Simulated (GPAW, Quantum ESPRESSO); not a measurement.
# F K ELNES/XANES of NaF (Villiaumite, Fm-3m) from DFT

Do two independent programs agree on the F K edge of NaF (Villiaumite, Fm-3m)? The same cell and functional are run with XSpectra and with GPAW.

Main program and level: Quantum ESPRESSO 7.5; core-hole supercells, plane-wave PAW PBE (first program; GPAW 26.7.0 follows as the second).

Report form: the programs' logs are mostly left out.

**1. Starting point**

It takes space group Fm-3m (No. 225, cubic). The conventional cell has a = 4.640 Å, b = 4.640 Å, c = 4.640 Å, α = 90.00°, β = 90.00°, γ = 90.00°. Nearest to Na lie 6 F at 2.32 Å. Nearest to F lie 6 Na at 2.32 Å. Farther neighbours and most contacts between anions are not listed.

**2. Ground state of the crystal (Quantum ESPRESSO)**

The ground state comes first: it tells whether the system has a gap, which decides how the excited electron is treated.

The PAW data sets are made with ld1.x, with reconstruction data.

The input, scf.in:

```
&control
   calculation='scf', prefix='x', pseudo_dir='../pp', outdir='tmp', tprnfor=.true.
/
&system
   ibrav=0, nat=2, ntyp=2, nbnd=12
   ecutwfc=62, ecutrho=360
   occupations='smearing', smearing='mv', degauss=0.015
/
&electrons
   conv_thr=2.0e-08, electron_maxstep=120
   mixing_beta=0.5
/
ATOMIC_SPECIES
Na 1.0 Na.pbe-spnl-kjpaw.UPF
F3 1.0 F.pbe-n-kjpaw.UPF
CELL_PARAMETERS angstrom
  0.00000000 2.32000000 2.32000000
  2.32000000 0.00000000 2.32000000
  2.32000000 2.32000000 0.00000000
ATOMIC_POSITIONS crystal
Na   0.00000000 0.00000000 0.00000000
F3   0.50000000 0.50000000 0.50000000
K_POINTS automatic
10 10 10 0 0 0
```

Command:

```console
$ OMP_NUM_THREADS=1 mpirun --oversubscribe --bind-to none -np 4 pw.x -nk 4 -in scf.in > scf.out
```

Run time: 4.7 s. Hardware: 4 MPI ranks of Arm Neoverse N1, shared host; peak memory 0.06 GiB.

Absorbing atoms carry a label of their own (element plus a letter or digit), as the spectrum program needs them as separate species.

The mesh shows a gap of 6.29 eV, so the hole is first treated in a charged cell, without the excited electron.

**3. Spectrum without a core hole, F atom 2 (Quantum ESPRESSO)**

Without a hole the spectrum is the empty density of states of the right symmetry on the absorber, weighted by matrix elements. It needs only the small cell and serves as the baseline.

The absorber has 6 Na at 2.32 Å (octahedral, site symmetry m-3m).

The input, xspectra.in:

```
&input_xspectra
   calculation='xanes_dipole', edge='K'
   prefix='x', outdir='tmp', xiabs=2, xe0=3.8631
   xonly_plot=.false., x_save_file='xanes.sav'
   xniter=3000, xcheck_conv=20, xerror=0.005
   xcoordcrys=.false., xepsilon(1)=1, xepsilon(2)=0, xepsilon(3)=0
/
&plot
   xnepoint=413, xemin=-10, xemax=45, terminator=.true., cut_occ_states=.true.
   xgamma=0.4
/
&pseudos
   filecore='../F.wfc'
/
&cut_occ
   cut_desmooth=0.1, cut_stepl=0.05, cut_stepu=0.05, cut_ierror=1e-5
/
8 8 8 0 0 0
```

Command:

```console
$ OMP_NUM_THREADS=1 mpirun --oversubscribe --bind-to none -np 4 xspectra.x -nk 4 -in xspectra.in > xspectra.out
```

Elapsed: 23 s, on 4 MPI ranks; peak memory 0.08 GiB.

The F K spectrum, F atom 2, no core hole (energy from the lowest empty level; intensity scaled to a mean of 1 over the first 20 eV; the points at xe0, where the cut of filled states can leave a spike, are interpolated):

```
E (eV)  intensity
  -2.0       0.03
  -1.5       0.04
  -1.0       0.05
  -0.5       0.06
   0.0       0.08
   0.5       0.13
   1.0       0.19
   1.5       0.31
   2.0       0.38
   2.5       0.53
   3.0       0.72
   3.5       0.78
   4.0       0.96
   4.5       1.18
   5.0       1.22
   5.5       1.44
   6.0       1.97
   6.5       2.90
   7.0       3.00
   7.5       1.79
   8.0       1.10
   8.5       0.87
   9.0       0.77
   9.5       0.75
  10.0       0.70
  10.5       0.60
  11.0       0.71
  11.5       0.79
  12.0       1.03
  12.5       1.24
  13.0       1.79
  13.5       2.07
  14.0       1.28
  14.5       0.99
  15.0       0.90
  15.5       0.86
  16.0       0.72
  16.5       0.85
  17.0       0.83
  17.5       0.75
  18.0       0.57
  18.5       0.53
  19.0       0.60
  19.5       0.73
  20.0       0.83
  20.5       1.06
  21.0       1.46
  21.5       1.69
  22.0       1.71
  22.5       2.13
  23.0       1.51
  23.5       1.05
  24.0       0.74
  24.5       0.67
  25.0       0.72
  25.5       0.87
  26.0       0.79
  26.5       0.77
  27.0       0.94
  27.5       1.11
  28.0       0.87
  28.5       0.50
  29.0       0.40
  29.5       0.41
  30.0       0.31
  30.5       0.34
  31.0       0.43
  31.5       0.39
  32.0       0.46
```

Main maxima below 24 eV (height): 6.9 eV (3.20), 13.4 eV (2.15), 15.3 eV (0.99), 16.5 eV (0.85) and 22.4 eV (2.16). A K edge sees empty p states on the absorber.

**4. Another broadening**

The final state's lifetime shortens with energy, so measured features broaden above the edge; the saved Lanczos coefficients are redrawn with a width that grows.

The input, xspectra_plot.in:

```
&input_xspectra
   calculation='xanes_dipole', edge='K'
   prefix='x', outdir='tmp', xiabs=2, xe0=3.8631
   xonly_plot=.true., x_save_file='xanes.sav'
   xniter=3000, xcheck_conv=20, xerror=0.005
   xcoordcrys=.false., xepsilon(1)=1, xepsilon(2)=0, xepsilon(3)=0
/
&plot
   xnepoint=413, xemin=-10, xemax=45, terminator=.true., cut_occ_states=.true.
   gamma_mode='variable', gamma_energy(1)=4, gamma_energy(2)=25, gamma_value(1)=0.3, gamma_value(2)=2.5
/
&pseudos
   filecore='../F.wfc'
/
&cut_occ
   cut_desmooth=0.1, cut_stepl=0.05, cut_stepu=0.05, cut_ierror=1e-5
/
8 8 8 0 0 0
```

Command:

```console
$ OMP_NUM_THREADS=1 xspectra.x -in xspectra_plot.in > xspectra_plot.out
```

Elapsed: 6.3 s, on 1 MPI rank; peak memory 0.06 GiB.

With a Lorentzian half width 0.3 eV up to 4 eV, rising linearly to 2.5 eV at 25 eV (counted from xe0, 3.1 eV below the zero used here), the maxima are 6.6 eV (2.19), 13.2 eV (1.22) and 21.8 eV (1.10).

**5. Reference energy of the supercell (Quantum ESPRESSO)**

The photon energy needs a difference of total energies, so the cell and mesh of the coming hole run are first run without a hole.

The input, scf.in:

```
&control
   calculation='scf', prefix='x', pseudo_dir='../pp', outdir='tmp', tprnfor=.true.
/
&system
   ibrav=0, nat=12, ntyp=2, nbnd=52
   ecutwfc=62, ecutrho=360
   occupations='fixed'
/
&electrons
   conv_thr=1.2e-07, electron_maxstep=120
   mixing_beta=0.5
/
ATOMIC_SPECIES
Na 1.0 Na.pbe-spnl-kjpaw.UPF
F 1.0 F.pbe-n-kjpaw.UPF
CELL_PARAMETERS angstrom
  2.32000000 4.64000000 2.32000000
  4.64000000 -2.32000000 -2.32000000
  2.32000000 2.32000000 -4.64000000
ATOMIC_POSITIONS crystal
Na   0.00000000 0.00000000 0.00000000
Na   0.50000000 0.16666667 0.16666667
Na   0.00000000 0.33333333 0.33333333
Na   0.50000000 0.50000000 0.50000000
Na   0.00000000 0.66666667 0.66666667
Na   0.50000000 0.83333333 0.83333333
F    0.75000000 0.25000000 0.75000000
F    0.25000000 0.41666667 0.91666667
F    0.75000000 0.58333333 0.08333333
F    0.25000000 0.75000000 0.25000000
F    0.75000000 0.91666667 0.41666667
F    0.25000000 0.08333333 0.58333333
K_POINTS automatic
4 4 4 0 0 0
```

Command:

```console
$ OMP_NUM_THREADS=1 mpirun --oversubscribe --bind-to none -np 4 pw.x -nk 4 -in scf.in > scf.out
```

Wall time 92 s (4 MPI ranks); peak memory 0.2 GiB.

Reference energy: -42848.705 eV with the cores included.

**6. The atom with a core hole (Quantum ESPRESSO)**

The final state has one core electron fewer, so a PAW data set is made for an atom with that hole.

The input, F.pbe-n-kjpaw-1sch.ld1.in:

```
&input
   title='F', zed=9., rel=1, iswitch=3, dft='PBE',
   config='1s1 2s2 2p6'
/
&inputp
   file_pseudopw='F.pbe-n-kjpaw-1sch.UPF', author='',
   lpaw=.true.,
   pseudotype=3,
   lloc=-1,
   rcloc=0.9,
   which_augfun='PSQ',
   rmatch_augfun_nc=.true.,
   nlcc=.true.,
   new_core_ps=.true.,
   rcore=0.7,
   tm=.true.,
   zval=8,
   lgipaw_reconstruction=.true., use_paw_as_gipaw=.true.
/
4
2S  1  0  2.00  0.00  1.00  1.30  0.0
2S  1  0  0.00  0.40  1.00  1.30  0.0
2P  2  1  6.00  0.00  0.90  1.40  0.0
2P  2  1  0.00  0.15  0.90  1.40  0.0
```

Command:

```console
$ ld1.x < F.pbe-n-kjpaw-1sch.ld1.in > F.pbe-n-kjpaw-1sch.ld1.out
```

Wall time 0.75 s (1 MPI rank); peak memory 0.12 GiB.

Removing the core electron and adding it to the valence shell costs the free atom 685.1 eV.

**7. Supercell with FCH, F atom 2 (Quantum ESPRESSO)**

The holes are 5.7 Å apart. The excited electron is left out and a uniform background balances the charge.

Changes to scf.in since step 5:

```diff
@@ -4,5 +4,6 @@
 &system
-   ibrav=0, nat=12, ntyp=2, nbnd=52
+   ibrav=0, nat=12, ntyp=3, nbnd=52
    ecutwfc=62, ecutrho=360
    occupations='fixed'
+   tot_charge=1
 /
@@ -14,2 +15,3 @@
 Na 1.0 Na.pbe-spnl-kjpaw.UPF
+F0 1.0 F.pbe-n-kjpaw-1sch.UPF
 F 1.0 F.pbe-n-kjpaw.UPF
@@ -26,3 +28,3 @@
 Na   0.50000000 0.83333333 0.83333333
-F    0.75000000 0.25000000 0.75000000
+F0   0.75000000 0.25000000 0.75000000
 F    0.25000000 0.41666667 0.91666667
```

Command:

```console
$ OMP_NUM_THREADS=1 mpirun --oversubscribe --bind-to none -np 4 pw.x -nk 4 -in scf.in > scf.out
```

The job ended after 95 s (4 MPI ranks; peak memory 0.21 GiB).

Energy with the hole: -42160.894 eV, cores included.

**8. Spectrum with FCH, F atom 2 (Quantum ESPRESSO)**

The Lanczos recursion gives the spectrum without computing empty bands; each polarisation needs a run of its own on the full k mesh. xe0 is set between filled and empty states, and states below it are cut. The file of filecore holds the core orbital, taken from the hole-free data set.

Changes to xspectra.in since step 3:

```diff
@@ -2,3 +2,3 @@
    calculation='xanes_dipole', edge='K'
-   prefix='x', outdir='tmp', xiabs=2, xe0=3.8631
+   prefix='x', outdir='tmp', xiabs=2, xe0=4.097
    xonly_plot=.false., x_save_file='xanes.sav'
@@ -17,2 +17,2 @@
 /
-8 8 8 0 0 0
+4 5 5 0 0 0
```

xspectra_1.in, as its differences from xspectra.in of step 8:

```diff
@@ -5,3 +5,3 @@
    xniter=3000, xcheck_conv=20, xerror=0.005
-   xcoordcrys=.false., xepsilon(1)=1, xepsilon(2)=0, xepsilon(3)=0
+   xcoordcrys=.false., xepsilon(1)=0, xepsilon(2)=1, xepsilon(3)=0
 /
```

Command:

```console
$ OMP_NUM_THREADS=1 mpirun --oversubscribe --bind-to none -np 4 xspectra.x -nk 4 -in xspectra.in > xspectra.out
```

Run time: 10 min. Hardware: 4 MPI ranks; peak memory 0.13 GiB.

The F K spectrum, F atom 2, full core hole (charged cell) (energy from the lowest empty level; intensity scaled to a mean of 1 over the first 20 eV; the points at xe0, where the cut of filled states can leave a spike, are interpolated):

| E (eV) | intensity |
| --- | --- |
| -2.0 | 0.04 |
| -1.4 | 0.04 |
| -0.8 | 0.06 |
| -0.2 | 0.07 |
| 0.4 | 0.11 |
| 1.0 | 0.19 |
| 1.6 | 0.28 |
| 2.2 | 0.45 |
| 2.8 | 0.85 |
| 3.4 | 1.33 |
| 4.0 | 1.78 |
| 4.6 | 2.06 |
| 5.2 | 2.30 |
| 5.8 | 2.05 |
| 6.4 | 1.93 |
| 7.0 | 1.49 |
| 7.6 | 0.93 |
| 8.2 | 0.70 |
| 8.8 | 0.58 |
| 9.4 | 0.50 |
| 10.0 | 0.52 |
| 10.6 | 0.61 |
| 11.2 | 0.86 |
| 11.8 | 1.12 |
| 12.4 | 1.55 |
| 13.0 | 1.69 |
| 13.6 | 1.33 |
| 14.2 | 0.91 |
| 14.8 | 0.70 |
| 15.4 | 0.67 |
| 16.0 | 0.65 |
| 16.6 | 0.74 |
| 17.2 | 0.87 |
| 17.8 | 0.67 |
| 18.4 | 0.68 |
| 19.0 | 0.88 |
| 19.6 | 1.04 |
| 20.2 | 1.44 |
| 20.8 | 1.64 |
| 21.4 | 1.52 |
| 22.0 | 1.62 |
| 22.6 | 1.15 |
| 23.2 | 0.81 |
| 23.8 | 0.57 |
| 24.4 | 0.48 |
| 25.0 | 0.46 |
| 25.6 | 0.54 |
| 26.2 | 0.68 |
| 26.8 | 0.81 |
| 27.4 | 0.84 |
| 28.0 | 0.61 |
| 28.6 | 0.46 |
| 29.2 | 0.35 |
| 29.8 | 0.36 |
| 30.4 | 0.38 |
| 31.0 | 0.42 |
| 31.6 | 0.42 |

Main maxima below 24 eV (height): 5.4 eV (2.32), 6.5 eV (1.97), 12.9 eV (1.69), 17.2 eV (0.88), 20.6 eV (1.69) and 21.8 eV (1.64). 

The hole costs E(hole) − E(ground) = 687.81 eV, and the lowest empty level of the hole cell lies at 6.84 eV, which puts the zero at 694.65 eV. One term is added: -9.97 eV, since the hole is spin-paired here and a spin-polarised one costs that much less in the free atom (computed apart). The photon energy is then 684.68 eV. The functional and the charged cell's background leave an error of a few eV in such absolute values.

**9. Another broadening**

Changes to xspectra_plot.in since step 4:

```diff
@@ -2,3 +2,3 @@
    calculation='xanes_dipole', edge='K'
-   prefix='x', outdir='tmp', xiabs=2, xe0=3.8631
+   prefix='x', outdir='tmp', xiabs=2, xe0=4.097
    xonly_plot=.true., x_save_file='xanes.sav'
@@ -17,2 +17,2 @@
 /
-8 8 8 0 0 0
+4 5 5 0 0 0
```

Command:

```console
$ OMP_NUM_THREADS=1 xspectra.x -in xspectra_plot.in > xspectra_plot.out
```

Elapsed: 5.7 s, on 1 MPI rank; peak memory 0.05 GiB.

With a Lorentzian half width 0.3 eV up to 4 eV, rising linearly to 2.5 eV at 25 eV (counted from xe0, 2.7 eV below the zero used here), the maxima are 5.1 eV (2.05), 12.8 eV (1.16) and 20.8 eV (1.05).

**10. Supercell with XCH, F atom 2 (Quantum ESPRESSO)**

The holes are 5.7 Å apart. The excited electron is kept in the cell, where it fills the lowest empty states and screens the hole.

Changed against the first core-hole run: core hole to XCH.

Changes to scf.in since step 7:

```diff
@@ -4,6 +4,5 @@
 &system
-   ibrav=0, nat=12, ntyp=3, nbnd=52
+   ibrav=0, nat=12, ntyp=3, nbnd=60
    ecutwfc=62, ecutrho=360
-   occupations='fixed'
-   tot_charge=1
+   occupations='smearing', smearing='gaussian', degauss=0.003
 /
```

Command:

```console
$ OMP_NUM_THREADS=1 mpirun --oversubscribe --bind-to none -np 4 pw.x -nk 4 -in scf.in > scf.out
```

The job ended after 2.1 min (4 MPI ranks; peak memory 0.22 GiB; 8.3 min of CPU time).

Energy with the hole: -42153.115 eV, cores included.

**11. Excitation energy, F atom 2 (Quantum ESPRESSO)**

With the excited electron kept in the cell the system stays neutral, and the energy difference is an excitation energy by itself. In a small cell that electron takes up a good share of the lowest empty band, or all of one, which shifts the value from the true onset.

The total-energy difference is 695.59 eV. With the free-atom term of -9.97 eV for this edge, the photon energy is 685.62 eV.

**12. The field without a hole (GPAW)**

The second program starts from its own ground state, on the same cell and functional.

The input, scf.py:

```python
import numpy as np
from ase import Atoms
from ase.parallel import parprint, paropen
from gpaw import GPAW, PW, FermiDirac, Mixer, MixerDif, setup_paths
from gpaw.test import gen
setup_paths.insert(0, '.')
gen('F', name='nch1s', xcname='PBE', corehole=(1, 0, 0), write_xml=True)
from gpaw.mpi import world
world.barrier()

atoms = Atoms('NaF',
    cell=[[0, 2.32, 2.32],
     [2.32, 0, 2.32],
     [2.32, 2.32, 0]],
    scaled_positions=[[0, 0, 0],
     [0.5, 0.5, 0.5]],
    pbc=True)
atoms.calc = calc = GPAW(legacy_gpaw=True, mode=PW(500), xc='PBE', setups={1: 'nch1s'},
    kpts={'size': (9, 9, 9), 'gamma': True}, occupations=FermiDirac(0.05),
    charge=0, mixer=Mixer(0.1, 5, 50), maxiter=150,
    convergence={'density': 0.0001}, txt='scf.txt')
energy = atoms.get_potential_energy() + calc.get_reference_energy()
ef = calc.get_fermi_level()
out = dict(energy=energy, fermi=ef, forces=atoms.get_forces().tolist())
parprint(f'all-electron energy {energy:.4f} eV, Fermi level {ef:.4f} eV')
ev = np.array([[calc.get_eigenvalues(k, s) for k in range(len(calc.get_ibz_k_points()))] for s in range(calc.get_number_of_spins())])
out['homo'], out['lumo'], out['counts'] = ev[ev < ef].max(), ev[ev > ef].min(), sorted(set((ev < ef).sum((0, 2)).tolist()))
out['filled'] = (ev[:, 0] < ef).sum(1).tolist()
import json
with paropen('out.json', 'w') as f:
    json.dump(out, f)
```

Command:

```console
$ OMP_NUM_THREADS=1 mpirun -n 4 gpaw python scf.py
```

Run time: 6.7 s. Hardware: 4 MPI ranks; peak memory 0.16 GiB.

The mesh shows a gap of 6.30 eV, so the hole is first treated in a charged cell, without the excited electron.

**13. Spectrum without a core hole, F atom 2 (GPAW)**

This cheap baseline ignores the attraction of the hole: it shows the absorber's empty states as they are in the ground state. The data set with a hole of occupation 0 only carries the core orbital.

The input, xas.py:

```python
import numpy as np
from ase import Atoms
from ase.parallel import parprint, paropen
from gpaw import GPAW, PW, FermiDirac, Mixer, MixerDif, setup_paths
from gpaw.test import gen
setup_paths.insert(0, '.')
gen('F', name='nch1s', xcname='PBE', corehole=(1, 0, 0), write_xml=True)
from gpaw.mpi import world
world.barrier()

atoms = Atoms('NaF',
    cell=[[0, 2.32, 2.32],
     [2.32, 0, 2.32],
     [2.32, 2.32, 0]],
    scaled_positions=[[0, 0, 0],
     [0.5, 0.5, 0.5]],
    pbc=True)
atoms.calc = calc = GPAW(legacy_gpaw=True, mode=PW(500), xc='PBE', setups={1: 'nch1s'},
    kpts={'size': (9, 9, 9), 'gamma': True}, occupations=FermiDirac(0.02),
    charge=0, mixer=Mixer(0.1, 5, 50), maxiter=150,
    convergence={'density': 0.0001}, txt='scf.txt')
energy = atoms.get_potential_energy() + calc.get_reference_energy()
ef = calc.get_fermi_level()
out = dict(energy=energy, fermi=ef, forces=atoms.get_forces().tolist())
parprint(f'all-electron energy {energy:.4f} eV, Fermi level {ef:.4f} eV')
ev = np.array([[calc.get_eigenvalues(k, s) for k in range(len(calc.get_ibz_k_points()))] for s in range(calc.get_number_of_spins())])
out['homo'], out['lumo'], out['counts'] = ev[ev < ef].max(), ev[ev > ef].min(), sorted(set((ev < ef).sum((0, 2)).tolist()))
out['filled'] = (ev[:, 0] < ef).sum(1).tolist()

from ase.units import Ha
from gpaw.xas import dipole_matrix_elements
nb = int(calc.get_number_of_electrons() / 2) + 18
top = nb
nscf = calc.fixed_density(kpts={'size': (8, 8, 8), 'gamma': True},
    convergence={'eigenstates': 1.0}, txt='nscf.txt')
nscf.diagonalize_full_hamiltonian(nbands=nb)
cell = atoms.cell.array
ops = [cell.T @ U.T @ np.linalg.inv(cell.T) for U in nscf.wfs.kd.symmetry.op_scc]
filled = [7]  # bands filled in the ground state, by spin
E = np.arange(-25, 34, 0.1)
fwhm = np.interp(E, [4, 25], [0.9, 3.5])
Y, X, zero, highest = 0, 0, 1e9, 1e9
for spin in range(nscf.get_number_of_spins()):
    wfs = nscf.wfs
    A = dipole_matrix_elements(wfs.setups[1])
    eps = np.zeros((wfs.kd.nibzkpts, nb))
    d = np.zeros((3, A.shape[1], wfs.kd.nibzkpts, nb), complex)
    for kpt in wfs.kpt_u:
        if kpt.s == spin and 1 in kpt.P_ani:
            eps[kpt.k] = kpt.eps_n * Ha
            d[:, :, kpt.k] = (kpt.weight * wfs.nspins / 2) ** 0.5 * np.inner(A, kpt.P_ani[1])
    world.sum(eps)
    world.sum(d)
    T = np.einsum('amkn,bmkn->abkn', d, d.conj()).real
    T = sum(np.einsum('ai,ijkn,bj->abkn', R, T, R) for R in ops) / len(ops)
    empty = np.ones_like(eps, bool) & (np.arange(nb) >= filled[spin])
    zero, highest = min(zero, eps[empty].min()), min(highest, eps[:, top - 1].min())
    lines = [(eps, T, empty)] if spin == 0 else lines + [(eps, T, empty)]
for eps, T, empty in lines:
    f = np.einsum('aakn->akn', T).reshape(3, -1)
    x = eps.ravel() - zero
    w = np.interp(x, E, fwhm) / 2.35482
    g = np.exp(-0.5 * ((E[:, None] - x) / w) ** 2) / (w * (2 * np.pi) ** 0.5)
    Y = Y + (f * empty.ravel()) @ g.T
    X = X + (f * ~empty.ravel()) @ g.T
out.update(E=E.round(2).tolist(), xas=Y.tolist(), xes=X.tolist(), zero=zero, valid=highest - zero, nk=len(eps), nb=nb)
for i in range(0, len(E), 10):
    parprint(f'{E[i]:7.2f}', *(f'{v:10.3e}' for v in Y[:, i]))
import json
with paropen('out.json', 'w') as f:
    json.dump(out, f)
```

Command:

```console
$ OMP_NUM_THREADS=1 mpirun -n 4 gpaw python xas.py
```

Elapsed: 17 s, on 4 MPI ranks; peak memory 0.21 GiB; 67 s of CPU time.

The F K spectrum, F atom 2, no core hole (energy from the lowest empty level; intensity scaled to a mean of 1 over the first 20 eV):

```
E (eV)  intensity
  -2.0       0.00
  -1.5       0.00
  -1.0       0.00
  -0.5       0.00
   0.0       0.01
   0.5       0.05
   1.0       0.11
   1.5       0.25
   2.0       0.30
   2.5       0.46
   3.0       0.69
   3.5       0.71
   4.0       0.94
   4.5       1.16
   5.0       1.12
   5.5       1.40
   6.0       2.23
   6.5       3.21
   7.0       3.14
   7.5       2.01
   8.0       1.05
   8.5       0.69
   9.0       0.62
   9.5       0.60
  10.0       0.56
  10.5       0.55
  11.0       0.62
  11.5       0.79
  12.0       1.05
  12.5       1.38
  13.0       1.64
  13.5       1.70
  14.0       1.53
  14.5       1.25
  15.0       1.01
  15.5       0.87
  16.0       0.80
  16.5       0.77
  17.0       0.72
  17.5       0.68
  18.0       0.63
  18.5       0.63
  19.0       0.68
  19.5       0.80
  20.0       0.97
  20.5       1.19
  21.0       1.41
  21.5       1.59
  22.0       1.69
  22.5       1.69
  23.0       1.59
  23.5       1.42
  24.0       1.24
  24.5       1.09
  25.0       0.99
  25.5       0.94
  26.0       0.93
  26.5       0.93
  27.0       0.91
  27.5       0.86
  28.0       0.79
  28.5       0.69
  29.0       0.60
  29.5       0.51
  30.0       0.45
  30.5       0.42
  31.0       0.42
  31.5       0.44
  32.0       0.47
```

Main maxima below 24 eV (height): 6.7 eV (3.36), 13.4 eV (1.71) and 22.2 eV (1.70). 

The same matrix elements for filled bands give the F K emission of F atom 2 (ground-state approximation; energy from the lowest empty level, largest value 1):

```
E (eV)  emission
-24.00      0.00
-23.25      0.00
-22.50      0.00
-21.75      0.00
-21.00      0.00
-20.25      0.00
-19.50      0.00
-18.75      0.00
-18.00      0.00
-17.25      0.00
-16.50      0.00
-15.75      0.00
-15.00      0.00
-14.25      0.00
-13.50      0.00
-12.75      0.00
-12.00      0.00
-11.25      0.00
-10.50      0.00
 -9.75      0.00
 -9.00      0.00
 -8.25      0.07
 -7.50      0.52
 -6.75      0.99
 -6.00      0.26
 -5.25      0.00
 -4.50      0.00
 -3.75      0.00
 -3.00      0.00
 -2.25      0.00
 -1.50      0.00
 -0.75      0.00
  0.00      0.00
  0.75      0.00
  1.50      0.00
  2.25      0.00
  3.00      0.00
```

Emission maxima: -6.8 eV (1.00).

(Part 1 of 2 ends here.)

[Logs are printed without paths, hosts, clocks, repeated set-up lines and the standing remarks that a program may print on its own settings, such as how far it seeks lower states.]

[Hosts, paths, dates, database ids (printed as entryN), source tags and the programs' standing remarks are cut or masked in the printed files.]

[Lists of maxima count a maximum above −3 eV only where it reaches 4 % of the highest in the window and stands out from its surroundings by 2 % of it (1.5 % where it reaches 55 %); shoulders and weaker maxima are passed over, and of the rest the first, up to two pre-edge ones and the few strongest are named.]
